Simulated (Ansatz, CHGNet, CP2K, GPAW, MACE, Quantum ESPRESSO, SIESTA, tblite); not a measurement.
# Random packing of Sn (61 atoms) in SIESTA, part 2 of 2

Wanted: SIESTA inputs and outputs for random packing of Sn (61 atoms), checked against a plane-wave reference.

Program: SIESTA 5.4.2; the method stands at each step. Banners, paths, timers and routine set-up lines are dropped from the logs unmarked, and long logs keep their key lines alone; longer cuts are marked. The potentials were converted by us to PSML.

So far. Step 3 (PBE, SZP, shift 0.01 Ry, mesh 300 Ry): Against the first run (17 %), the force difference from the reference is 33 %, at 0.74 times the CPU time (on 1 against 2 cores), with 854 basis functions against 1098: the smaller basis costs accuracy. Step 4 (PBE, DZ, shift 0.01 Ry, mesh 300 Ry): Against the first run (17 %), the force difference from the reference is 25 %, at 0.40 times the CPU time (on 1 against 2 cores), with 793 basis functions against 1098: the smaller basis costs accuracy.

### Step 5. PBE, DZP, shift 0.005 Ry, mesh 300 Ry

Method: Kohn-Sham DFT, PBE, PseudoDojo 0.4.1 norm-conserving pseudopotentials (converted to PSML), numerical atomic orbitals (DZP), diagonalisation.

The input, input.fdf:

```
SystemLabel cell
NumberOfAtoms 61
NumberOfSpecies 1
%block ChemicalSpeciesLabel
  1 50 Sn
%endblock ChemicalSpeciesLabel
LatticeConstant 1.0 Ang
%block LatticeVectors
  11.91370 0.00000 0.00000
  0.00000 11.91370 0.00000
  0.00000 0.00000 11.91370
%endblock LatticeVectors
PAO.BasisSize DZP
PAO.EnergyShift 0.005 Ry
XC.Functional GGA
XC.Authors PBE
MeshCutoff 300 Ry
%block kgrid_Monkhorst_Pack
  1 0 0 0.0
  0 1 0 0.0
  0 0 1 0.0
%endblock kgrid_Monkhorst_Pack
SolutionMethod diagon
OccupationFunction FD
ElectronicTemperature 580 K
SCF.Mixer.Method Pulay
SCF.Mixer.Weight 0.05
SCF.Mixer.History 8
SCF.Mix Hamiltonian
MaxSCFIterations 300
SCF.DM.Tolerance 1e-04
SCF.H.Tolerance 1.0e-3 eV
WriteForces T
Write.HirshfeldPop T
Write.VoronoiPop T
Write.DM F
Write.H F
XML.Write F
AtomicCoordinatesFormat Fractional
%block AtomicCoordinatesAndAtomicSpecies
[... 61 atom lines left out: the same atoms as in the first run ...]
%endblock AtomicCoordinatesAndAtomicSpecies
```

The run is started by

```console
OMP_NUM_THREADS=1 mpirun -np 2 siesta < input.fdf > output.txt
```

What it wrote:

```text
Version         : 5.4.2
reinit: System Name:
reinit: System Label: cell
initatom: Reading input for the pseudopotentials and atomic orbitals ----------
Species number:   1 Atomic number:   50 Label: Sn
Ground state valence configuration (from tables):   5s02  5p02  5d00  4f00
---- Processing specs for species: Sn
GGA--PBE XC_GGA_X_PBE--XC_GGA_C_PBE pb
[... lines left out ...]
        iscf     Eharris(eV)        E_KS(eV)     FreeEng(eV)     dDmax    Ef(eV) dHmax(eV)
[... lines left out ...]
SCF Convergence by DM+H criterion
[... lines left out ...]
SCF cycle converged after 18 iterations
[... lines left out ...]
   Max    4.372733
[... lines left out ...]
   Max    4.372733    constrained
Stress tensor Voigt[x,y,z,yz,xz,xy] (kbar):     -162.69     -161.49     -171.48       -0.90       26.49       32.31
[... lines left out ...]
siesta: FreeEng =   -130735.991867
[... lines left out ...]
siesta:         Fermi =      -3.963379
[... lines left out ...]
siesta:     0.020164   -0.100795   -0.000561
siesta:     0.016533   -0.000561   -0.107027
siesta: Cell volume =       1690.985874 Ang**3
siesta: Pressure (static):
siesta:                Solid            Molecule  Units
siesta:           0.00112314          0.00115485  Ry/Bohr**3
siesta:           0.10312217          0.10603330  eV/Ang**3
siesta:         165.21993170        169.88408105  kBar
    Orbital volume contribution        =          77.159981 eV
    (Free)E + p_basis*V_orbitals       =     -130658.831886 eV
    (Free)Eharris+ p_basis*V_orbitals  =     -130658.831881 eV
Hirshfeld Atomic Populations:
Atom #   charge [q] valence [e]  Species
     1    -0.005478   14.005478  Sn
     2     0.018217   13.981783  Sn
     3    -0.013443   14.013443  Sn
[...]
--------------------
 Total    -0.000001
Voronoi Atomic Populations:
Atom #   charge [q] valence [e]  Species
[...]
60    -0.001902   14.001902  Sn
    61     0.002679   13.997321  Sn
--------------------
 Total    -0.000001
```

Elapsed: 4.4 min, on 2 MPI ranks of Arm Neoverse V2, shared host; peak memory 2.1 GiB; 8.9 min of CPU time.

Numbers from this run, and their distance from the reference:

```yaml
r_m_s_force_component: 1.327 eV/Å
r_m_s_difference_of_force_components: 162.6 meV/Å
longest_difference_of_force_vectors: 592.7 meV/Å
force_difference_over_r_m_s_force: 13.8 %
slope_of_forces_against_the_reference_s: 1.125
correlation_of_force_components: 0.9987
pressure: 16.52 GPa
pressure_difference: 1.522 GPa
```

Against the first run (17 %), the force difference from the reference is 14 %, at 1.5 times the CPU time.

### Step 6. revPBE, PBE potentials, DZP, shift 0.01 Ry, mesh 300 Ry

Method: Kohn-Sham DFT, revPBE, PseudoDojo 0.4.1 norm-conserving pseudopotentials (converted to PSML), numerical atomic orbitals (DZP), diagonalisation.

input.fdf: that of step 5 with these lines changed.

```diff
@@ -13,5 +13,5 @@
 PAO.BasisSize DZP
-PAO.EnergyShift 0.005 Ry
+PAO.EnergyShift 0.01 Ry
 XC.Functional GGA
-XC.Authors PBE
+XC.Authors revPBE
 MeshCutoff 300 Ry
```

What it wrote:

```text
Version         : 5.4.2
reinit: System Name:
reinit: System Label: cell
initatom: Reading input for the pseudopotentials and atomic orbitals ----------
Species number:   1 Atomic number:   50 Label: Sn
Ground state valence configuration (from tables):   5s02  5p02  5d00  4f00
---- Processing specs for species: Sn
GGA--PBE XC_GGA_X_PBE--XC_GGA_C_PBE pb
Semicore shell(s) with 10 electrons included in the valence for Sn
Semicore shell(s): 4d
Fallback to non-perturbative polarization scheme for Sn
Please see the manual if this is not desired in principle
Sn pseudopotential only contains V_ls up to l=2 -- lmxkb reset.
Using PAO.SplitTailNorm
%block ChemicalSpeciesLabel
    1   50 Sn                      # Species index, atomic number, species label
%endblock ChemicalSpeciesLabel
[... lines left out ...]
Total number of electrons:   854.000000
[... lines left out ...]
stepf: Fermi-Dirac step function
        iscf     Eharris(eV)        E_KS(eV)     FreeEng(eV)     dDmax    Ef(eV) dHmax(eV)
[... lines left out ...]
SCF Convergence by DM+H criterion
[... lines left out ...]
SCF cycle converged after 19 iterations
[... lines left out ...]
   Max    4.599277
[... lines left out ...]
   Max    4.599277    constrained
Stress tensor Voigt[x,y,z,yz,xz,xy] (kbar):     -172.34     -171.41     -182.46       -0.97       27.21       34.24
[... lines left out ...]
siesta: Program's energy decomposition (eV):
siesta: Ebs     =    -17353.341120
siesta: Eions   =    143261.623232
siesta: Ena     =      7431.054658
siesta: Ekin    =     77896.267524
siesta: Enl     =    -36798.183883
siesta: DEna    =       637.587331
siesta: DUscf   =        15.323175
siesta: Ex      =    -34585.860645
siesta: Ec      =     -2099.364153
siesta: Exc     =    -36685.224798
siesta: Eharris =   -130764.799227
siesta: Etot    =   -130764.799226
siesta: FreeEng =   -130765.101500
siesta: Final energy (eV):
siesta:  Band Struct. =  -17353.341120
siesta:       Kinetic =   77896.267524
siesta:       Hartree =   33454.752893
siesta:         Exch. =  -34585.860645
siesta:         Corr. =   -2099.364153
siesta:   Exch.-corr. =  -36685.224798
siesta:  Ion-electron = -141235.977612
siesta:       Ion-ion =  -64194.617232
siesta:         Total = -130764.799226
siesta:         Fermi =      -3.294682
siesta: Stress tensor (static) (eV/Ang**3):
siesta:    -0.107565    0.021371    0.016985
siesta:     0.021371   -0.106983   -0.000606
siesta:     0.016985   -0.000606   -0.113882
siesta: Cell volume =       1690.985874 Ang**3
siesta: Pressure (static):
siesta:                Solid            Molecule  Units
siesta:           0.00119235          0.00121946  Ry/Bohr**3
siesta:           0.10947693          0.11196569  eV/Ang**3
siesta:         175.40137430        179.38880477  kBar
    Orbital volume contribution        =          60.683177 eV
    (Free)E + p_basis*V_orbitals       =     -130704.418323 eV
    (Free)Eharris+ p_basis*V_orbitals  =     -130704.418324 eV
Hirshfeld Atomic Populations:
Atom #   charge [q] valence [e]  Species
     1    -0.001191   14.001191  Sn
     2     0.014695   13.985305  Sn
     3    -0.017477   14.017477  Sn
[...]
--------------------
 Total     0.000061
Voronoi Atomic Populations:
Atom #   charge [q] valence [e]  Species
[...]
60    -0.011471   14.011471  Sn
    61     0.001886   13.998114  Sn
--------------------
 Total     0.000060
```

Run time: 3.2 min. Hardware: 2 MPI ranks; peak memory 1.8 GiB; 6.3 min of CPU time.

Against the reference:

- r.m.s. force component: 1.381 eV/Å
- r.m.s. difference of force components: 222.8 meV/Å
- longest difference of force vectors: 829.8 meV/Å
- force difference over r.m.s. force: 18.92 %
- slope of forces against the reference's: 1.169
- correlation of force components: 0.9974
- pressure: 17.54 GPa
- pressure difference: 2.54 GPa

Against the first run (17 %), the force difference from the reference is 19 %, at 1.0 times the CPU time; the model has changed, so this is no error of the program alone.

### Step 7. A run with a doubtful setting

input.fdf: that of step 6 with these lines changed.

```diff
@@ -13,5 +13,5 @@
 PAO.BasisSize DZP
-PAO.EnergyShift 0.01 Ry
+PAO.EnergyShift 0.3 Ry
 XC.Functional GGA
-XC.Authors revPBE
+XC.Authors PBE
 MeshCutoff 300 Ry
@@ -29,3 +29,3 @@
 SCF.Mix Hamiltonian
-MaxSCFIterations 300
+MaxSCFIterations 60
 SCF.DM.Tolerance 1e-04
```

What it wrote:

```text
Version         : 5.4.2
reinit: System Name:
reinit: System Label: cell
initatom: Reading input for the pseudopotentials and atomic orbitals ----------
Species number:   1 Atomic number:   50 Label: Sn
Ground state valence configuration (from tables):   5s02  5p02  5d00  4f00
---- Processing specs for species: Sn
GGA--PBE XC_GGA_X_PBE--XC_GGA_C_PBE pb
Semicore shell(s) with 10 electrons included in the valence for Sn
Semicore shell(s): 4d
Fallback to non-perturbative polarization scheme for Sn
Please see the manual if this is not desired in principle
Sn pseudopotential only contains V_ls up to l=2 -- lmxkb reset.
Using PAO.SplitTailNorm
%block ChemicalSpeciesLabel
    1   50 Sn                      # Species index, atomic number, species label
%endblock ChemicalSpeciesLabel
[... lines left out ...]
Total number of electrons:   854.000000
[... lines left out ...]
stepf: Fermi-Dirac step function
        iscf     Eharris(eV)        E_KS(eV)     FreeEng(eV)     dDmax    Ef(eV) dHmax(eV)
[... lines left out ...]
SCF Convergence by DM+H criterion
[... lines left out ...]
SCF cycle converged after 24 iterations
[... lines left out ...]
   Max    7.095895
[... lines left out ...]
   Max    7.095895    constrained
Stress tensor Voigt[x,y,z,yz,xz,xy] (kbar):      725.18      659.75      725.42      -20.18       11.63      -26.46
[... lines left out ...]
siesta: Program's energy decomposition (eV):
siesta: Ebs     =     -8063.805525
siesta: Eions   =    143261.485297
siesta: Ena     =      3680.442340
siesta: Ekin    =     82212.616588
siesta: Enl     =    -37500.256166
siesta: DEna    =      2755.517511
siesta: DUscf   =       588.811691
siesta: Ex      =    -35089.752409
siesta: Ec      =     -2107.026213
siesta: Exc     =    -37196.778622
siesta: Eharris =   -128721.131961
siesta: Etot    =   -128721.131955
siesta: FreeEng =   -128721.404366
siesta: Final energy (eV):
siesta:  Band Struct. =   -8063.805525
siesta:       Kinetic =   82212.616588
siesta:       Hartree =   36460.199845
siesta:         Exch. =  -35089.752409
siesta:         Corr. =   -2107.026213
siesta:   Exch.-corr. =  -37196.778622
siesta:  Ion-electron = -141608.140244
siesta:       Ion-ion =  -68589.029522
siesta:         Total = -128721.131955
siesta:         Fermi =       5.501730
siesta: Stress tensor (static) (eV/Ang**3):
siesta:     0.452620   -0.016516    0.007256
siesta:    -0.016516    0.411784   -0.012592
siesta:     0.007256   -0.012592    0.452774
siesta: Cell volume =       1690.985874 Ang**3
siesta: Pressure (static):
siesta:                Solid            Molecule  Units
siesta:          -0.00478196         -0.00486008  Ry/Bohr**3
siesta:          -0.43905940         -0.44623182  eV/Ang**3
siesta:        -703.45071709       -714.94219115  kBar
    Orbital volume contribution        =          12.114275 eV
    (Free)E + p_basis*V_orbitals       =     -128709.290091 eV
    (Free)Eharris+ p_basis*V_orbitals  =     -128709.290096 eV
Hirshfeld Atomic Populations:
Atom #   charge [q] valence [e]  Species
     1    -0.013601   14.013601  Sn
     2     0.025995   13.974005  Sn
     3    -0.008816   14.008816  Sn
[...]
--------------------
 Total    -0.003003
Voronoi Atomic Populations:
Atom #   charge [q] valence [e]  Species
[...]
60     0.036550   13.963450  Sn
    61    -0.007510   14.007510  Sn
--------------------
 Total    -0.002986
```

Wall time 52 s (2 MPI ranks); peak memory 0.8 GiB; 1.7 min of CPU time.

The run converged all the same. The fault in the input: orbitals confined far too tightly (energy shift 0.3 Ry).

Against the reference:

* r.m.s. difference of force components: 2548 meV/Å
* longest difference of force vectors: 8157 meV/Å
* force difference over r.m.s. force: 216.4 %
* slope of forces against the reference's: 0.0465
* correlation of force components: 0.02392

### Step 8. Side by side

Differences are against the plane-wave reference, forces as r.m.s. over components; share is that over the reference's r.m.s. force, slope the least-squares factor from reference forces to these. Total energies of different programs have different zeros and aren't compared.

```
                                                           run  Δ force, r.m.s. (meV/Å)  share (%)  slope  Δ pressure (GPa)  cores  CPU time  memory (GiB)
                                                     reference                        -          -      -                 -      8     2 min           2.5
                   SIESTA PBE, DZP, shift 0.01 Ry, mesh 300 Ry                      199       16.9  1.149              1.45      2     6 min           1.8
          SIESTA PBE, SZP, shift 0.01 Ry, mesh 300 Ry (coarse)                      383       32.5  1.298              2.88      1   4.5 min           1.3
           SIESTA PBE, DZ, shift 0.01 Ry, mesh 300 Ry (coarse)                      295       25.1  1.183             0.490      1   2.4 min          0.96
                  SIESTA PBE, DZP, shift 0.005 Ry, mesh 300 Ry                      163       13.8  1.125              1.52      2   8.9 min           2.1
SIESTA revPBE, PBE potentials, DZP, shift 0.01 Ry, mesh 300 Ry                      223       18.9  1.169              2.54      2   6.3 min           1.8
```

Rows marked coarse were listed beforehand as settings not expected to be converged; some can still land near the reference.

CPU time is summed over cores on a shared host, where runs went side by side, so it is rough. Symmetry, cutoffs, thresholds, outputs and thread counts weren't matched or tuned between programs; memory under MPI is the largest rank's times the ranks.

### Step 9. What came out

| Quantity | Value |
| --- | --- |
| nearest in forces | SIESTA PBE, DZP, shift 0.005 Ry, mesh 300 Ry, 14 % |
| its CPU time | 8.9 min |

The PBE runs in local orbitals, coarse settings apart, differ by 14 % (SIESTA PBE, DZP, shift 0.005 Ry, mesh 300 Ry) to 17 % (SIESTA PBE, DZP, shift 0.01 Ry, mesh 300 Ry); basis, grid and potentials can all enter. Rows with another functional or a dispersion term differ by 19 % (SIESTA revPBE, PBE potentials, DZP, shift 0.01 Ry, mesh 300 Ry), which mixes the change of model with differences of basis and potentials, some of them made for another functional. Runs with settings chosen to be coarse differ by 25 % (SIESTA PBE, DZ, shift 0.01 Ry, mesh 300 Ry) to 33 % (SIESTA PBE, SZP, shift 0.01 Ry, mesh 300 Ry), their programs' other errors included. None of the electronic-structure runs in the table takes under half the reference's CPU time of 2 min; they take 1.2 to 4.3 times as much. SIESTA PBE, SZP, shift 0.01 Ry, mesh 300 Ry stiffens the forces by a factor of 1.30 while following their directions (correlation 0.995); the slopes of the 5 SIESTA runs lie between 1.13 and 1.30. In pressure, SIESTA PBE, SZP, shift 0.01 Ry, mesh 300 Ry misses by +2.9 GPa, at the same functional. The reference's pressure of 15 GPa says that the cell would expand at this level of theory. The electronic-structure runs sample only Γ, in a cell whose shortest periodic width is 12 Å, which is coarse for a cell with partly filled levels.

[Also dropped from logs without a mark: logging warnings of Python, and SIESTA's first energy breakdown and zero terms.]

[Logs are printed without paths, hosts, clocks, repeated set-up lines and the standing remarks that a program may print on its own settings, such as how far it seeks lower states.]

[Hosts, paths, dates, database ids (printed as entryN), source tags and the programs' standing remarks are cut or masked in the printed files.]
